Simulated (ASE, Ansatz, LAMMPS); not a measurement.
# Localised basis functions on (19,0) carbon nanotube (152 atoms), part 2 of 2

Aim: test how closely localised support functions follow the reference on (19,0) carbon nanotube (152 atoms), and at what cost. A setting counts as converged where the r.m.s. difference of forces stays under 1 % of the r.m.s. force.

Ansatz 0.2.0; Kohn-Sham DFT, LDA, PAW (set soft_2), plane waves.

The cell: 152 C. Beside vacuum, support functions can miss their usual error bounds without a warning. Sampling is at Γ alone, for a cell whose periodic width is 9 Å.

So far. Step 3 (Plane-wave single point): Intrinsic-atomic-orbital charges run from -0.02 to +0.02 e. The largest share in the top eV of filled states is C p (99 % of the projected weight), and in the lowest eV of empty states C p (99 % of the projected weight).

## Step 4: Local order (continued)

Local excerpt of 13 atoms (numbers count through the whole input) about C34, which bears the longest force; x, y, z are measured from there.

```
atom      x      y      z  distance (Å)  bonds  intrinsic-atomic-orbital charge (e)     Fx     Fy  Fz (eV/Å)
 C34   0.00   0.00   0.00          0.00      3                                 0.01  -2.21  -2.46      -4.42
 C33   0.82   0.84   0.65          1.34      3                                 0.00   1.68   1.35       0.42
 C37  -0.66  -1.07   0.60          1.40      3                                -0.01   0.82   1.04       1.31
 C31  -0.08  -0.07  -1.53          1.53      3                                 0.00   0.52   1.64       1.47
 C30   1.85   1.45  -0.11          2.35      3                                 0.01  -1.23   1.23       1.04
C108  -0.61  -1.16   1.98          2.38      3                                 0.01   0.47   2.63       3.17
C104   0.87   0.88   2.07          2.41      3                                 0.00  -2.67  -3.35      -1.14
 C38  -1.16  -2.14  -0.06          2.43      3                                 0.00  -1.48  -2.36      -2.51
 C28   0.69   0.87  -2.24          2.50      3                                 0.01   0.10   0.22       0.29
 C32  -0.78  -1.06  -2.25          2.61      3                                 0.00  -0.33   1.61       1.08
C107   0.04  -0.08   2.72          2.72      3                                 0.00  -1.26  -0.91      -0.99
 C27   1.67   1.65  -1.50          2.79      3                                -0.02   2.13  -2.05      -1.93
 C35  -1.30  -2.11  -1.52          2.91      3                                 0.00   0.50  -2.78       0.90
```

The column of bonds counts only the pairs C-C within 1.85 Å; other neighbours, such as metal atoms beside each other in a compound, aren't counted, and periodic images can show an atom twice.

## Step 5: Support functions medium

The cell is solved in localised support functions.

This step: Kohn-Sham DFT, LDA, PAW (set soft_2), localised support functions (medium) (Ansatz 0.2.0).

The input, input.yaml:

```yaml
crystal:
  lattice:
    - [26.8778, 0.0, 0.0]
    - [0.0, 26.82699, 0.0]
    - [0.0, 0.0, 8.52169]
  atoms:
    [... the 152 atom lines of step 3 ...]
kpoints:
  mp_grid: { grid: [1, 1, 1] }
hamiltonian:
  xc: lda
scf:
  occupations: { method: gaussian, width: 0.025 }
  eigensolver: { kind: { support_functions: { accuracy: medium } } }
  mixing: { beta: 0.2 }
  max_iter: 150
output:
  forces: true
  eigenvalues: true
```

Run with:

```
ansatz run input.yaml --threads 8 --pin off --max-ram 15872MiB --backend cpu --events-out ev --progress --plain --runs-dir out
```

The program printed:

```text
Warning: scf.eigensolver.kind.support_functions: disabling space-group detection — the functions' gradient is summed over unrotated k-points, so no spatial operation reduces the k-mesh or symmetrises the density; time reversal is kept, so that k and −k are solved as one point where they differ and the mesh holds both, and exact exchange and, on two spinor components, a DFT+U term hold to it where the run has them: [...]
settings of this run that can trade accuracy for cost: scf.eigensolver.kind.support_functions [...]
[...]
Crystal: 152 atoms, lattice volume = 6144.569 Å³
Basis set: ecut = 420 eV, 120093 PW (Γ)
Bands: 365, of which v1, the nominal top of the filled ones, is band 304 counted from 1 (303 counted from 0)
Symmetry: 1 space group operations
k-points: 1
[...]
SCF iter   1: F=—  HF=-36942.232375 eV  |F-HF|=—  |Δ(HF+E_count)|=         —  Δρ=4.94e-2  dr2=1.47e2  ethr=1.00e-1
[...]
SCF iter  18: F=—  HF=-36903.697150 eV  |F-HF|=—  |Δ(HF+E_count)|=   9.85e-5  Δρ=1.22e-5  dr2=5.08e-6  ethr=3.45e-9  κ⁻¹=4.7e-5(r=7)
SCF iter  19: F=-36903.697154 eV  HF=-36903.697154 eV  |F-HF|=2.14e-7  |Δ(HF+E_count)|=   3.95e-6  Δρ=3.81e-6  dr2=1.53e-6  ethr=8.35e-10
SCF 1 converged in 19 iterations: F = -36903.698520 eV  dr2 = 1.53e-6
[...]
SCF converged after 19 iterations
Stability not checked: this state was not tested for a lower state beside it, because the mixer in use, unlike msr1, does not test its closes by its own steps (another_mixer; see scf.mixing.algorithm and scf.lower_state_search)
Free energy (F): -36903.698520 eV
[...]
Internal energy: -36903.698520 eV  (E = F + TS)
E sigma→0 (E₀):  -36903.698520 eV
Fermi energy:    -2.043186 eV
[...]
Σ components = -36903.698520   (vs F -36903.698520, Δ=0.00e0)
--- Forces (eV/Å), atoms counted from 1 ---
  atom   1  C      1.06428207     0.19230354     3.01535792
  atom   2  C      0.69975804     2.35271698    -1.38762884
  atom   3  C     -0.47756707    -0.95593852    -1.19956755
  atom   4  C      0.50126703     1.75684236    -0.98184639
[...]
atom 152  C     -0.50296487     1.83037910     1.85044003
  max |Σ_I F_I| component: 5.16e-3 eV/Å
--- Band table (eV) ---
[...]
```

It took 2.2 min on 8 threads of Arm Neoverse V2, shared host; peak memory 6.9 GiB.

The program notes that the band table was not solved further than the SCF left it and it switched symmetry off.

Keys that differ from the reference: support_functions.accuracy = "medium", scf.max_iter = 150 and scf.mixing.beta = 0.2.

Forces differ from the reference by 1.4 meV/Å r.m.s., 0.095 % of their size, well within a tolerance of 1 %; the energy by -4.8 meV/atom. It took 2.2 min and 19 cycles; the reference's time can't be set against it, since the two runs asked for unlike analyses.

## Step 6: All settings compared

Each row is set against the plane-wave reference (Kohn-Sham DFT, LDA, PAW (set soft_2), plane waves; r.m.s. force component 1.47 eV/Å). Energies are set beside the reference only for runs with its functional, potentials and electron count. Times are for 8 threads of Arm Neoverse V2, shared host. The reference's time includes the DOS and grids, which some other runs skip.

```
                     run  Δ force, r.m.s. (meV/Å)  share of r.m.s. force (%)  Δ energy (meV/atom)  Δ gap (eV)  cycles     time  host memory (GiB)
               reference                        -                          -                    -           -      16     71 s                6.5
support functions medium                     1.39                     0.0947                -4.76     -1.0e-4      19  2.2 min                6.9
```

## Step 7: Outcome

```
free energy per atom                             : -242.7827 eV/atom
r.m.s. force component                           : 1.47 eV/Å
gap (highest filled to lowest empty level) : 0.5798 eV
wall time of the 2 DFT runs                      : 3.3 min
```

In words: Against plane waves at 420 eV, the forces differ by 1.4 meV/Å (0.095 %) with support functions medium. At 152 atoms the run with support functions medium takes roughly 1.8 times the time of plane waves (whose run also made extra analyses, so the like-for-like ratio is larger), in 19 SCF cycles against 16. Differences between support functions and plane waves include what basis error the plane-wave run still has.

The highest filled and lowest empty levels differ by 0.580 eV at Γ alone; the mesh holds the band edges only if they fold onto it, so the gap at this level can be narrower or closed, while local or semilocal functionals tend to narrow gaps against experiment. By these cutoffs all C atoms have 3 bonded neighbours.

**Limits.** The geometry is a frame of classical dynamics and isn't relaxed at this level: its force components are 1.5 eV/Å r.m.s.

[Logs are printed without paths, hosts, clocks, repeated set-up lines and the standing remarks that a program may print on its own settings, such as how far it seeks lower states.]

[Hosts, paths, dates, database ids (printed as entryN), source tags and the programs' standing remarks are cut or masked in the printed files.]
